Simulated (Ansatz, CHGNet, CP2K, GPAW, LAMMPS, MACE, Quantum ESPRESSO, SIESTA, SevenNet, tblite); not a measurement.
# Which run comes nearest? Glassy 74TiO2-26ZrO2 (mol %) (105 atoms)

Density of this cell: 3.95 g/cm³. The cell holds 105 atoms: 26 Ti, 9 Zr and 70 O. Cell: a = 11.023 Å, b = 11.023 Å, c = 11.023 Å, α = 90.0°, β = 90.0°, γ = 90.0°. 105 atoms (26 Ti, 9 Zr, 70 O) placed at random at 3.98 g/cm³, melted at 4000 K for 10 ps at fixed volume with the Morse and Coulomb pair potential with partial charges (Pedone, Malavasi, Menziani, Cormack and Segre, J. Phys. Chem. B 110, 11780 (2006)). Quenched from 4000 K to 300 K at 50 K/ps and fixed volume, held 10 ps at zero pressure, then minimised at fixed cell.

Geometry: as built.

The reference, a calculation:

* method: Kohn-Sham DFT, PBE, PAW, plane waves (Ansatz 0.2.0); cutoff 420 eV, Γ point, fermi-dirac smearing of 0.05 eV; PAW set soft_2
* r.m.s. force component: 0.5982 eV/Å
* longest force: 2.524 eV/Å
* pressure: 1.119 GPa
* gap (highest filled to lowest empty level): 2.452 eV
* SCF cycles: 12
* time: 47 s on 4 threads of Arm Neoverse V1, shared host
* CPU time: 3 min

Runs, in no order:
A. QE PBE, sssp-1.3.0-efficiency, 60/480 Ry: Kohn-Sham DFT, PBE, SSSP efficiency 1.3.0 pseudopotentials, plane waves
B. CP2K PBE, DZVP-MOLOPT-SR, 280/50 Ry, diagonalisation: Kohn-Sham DFT, PBE, GTH-PBE pseudopotentials, Gaussian and plane waves, DZVP-MOLOPT-SR-GTH, diagonalisation
C. CP2K PBE, DZVP-MOLOPT-SR, 800/50 Ry, diagonalisation: Kohn-Sham DFT, PBE, GTH-PBE pseudopotentials, Gaussian and plane waves, DZVP-MOLOPT-SR-GTH, diagonalisation
D. GPAW PBE, LCAO dzp, h 0.25 Å: Kohn-Sham DFT, PBE, PAW, atomic orbitals (dzp)
E. GPAW PBE, LCAO dzp, h 0.18 Å: Kohn-Sham DFT, PBE, PAW, atomic orbitals (dzp)

**Question.** Rank the runs by how far their forces lie from the reference's, least first.

A, C, B, E, D.

```
                                                    run  Δ force, r.m.s. (meV/Å)  share of r.m.s. force (%)  CPU time
            A. QE PBE, sssp-1.3.0-efficiency, 60/480 Ry                     5.93                      0.991    42 min
C. CP2K PBE, DZVP-MOLOPT-SR, 800/50 Ry, diagonalisation                     34.5                       5.77    15 min
B. CP2K PBE, DZVP-MOLOPT-SR, 280/50 Ry, diagonalisation                     97.7                       16.3    12 min
                        E. GPAW PBE, LCAO dzp, h 0.18 Å                      139                       23.2    18 min
                        D. GPAW PBE, LCAO dzp, h 0.25 Å                      523                       87.5    10 min
```

The network of bonds at the start is that of the classical potential that made the cell, and needn't be the one that DFT or experiment would give. The electronic-structure runs sample only Γ, in a cell whose shortest periodic width is 11 Å.

[Logs are printed without paths, hosts, clocks, repeated set-up lines and the standing remarks that a program may print on its own settings, such as how far it seeks lower states.]

[Hosts, paths, dates, database ids (printed as entryN), source tags and the programs' standing remarks are cut or masked in the printed files.]
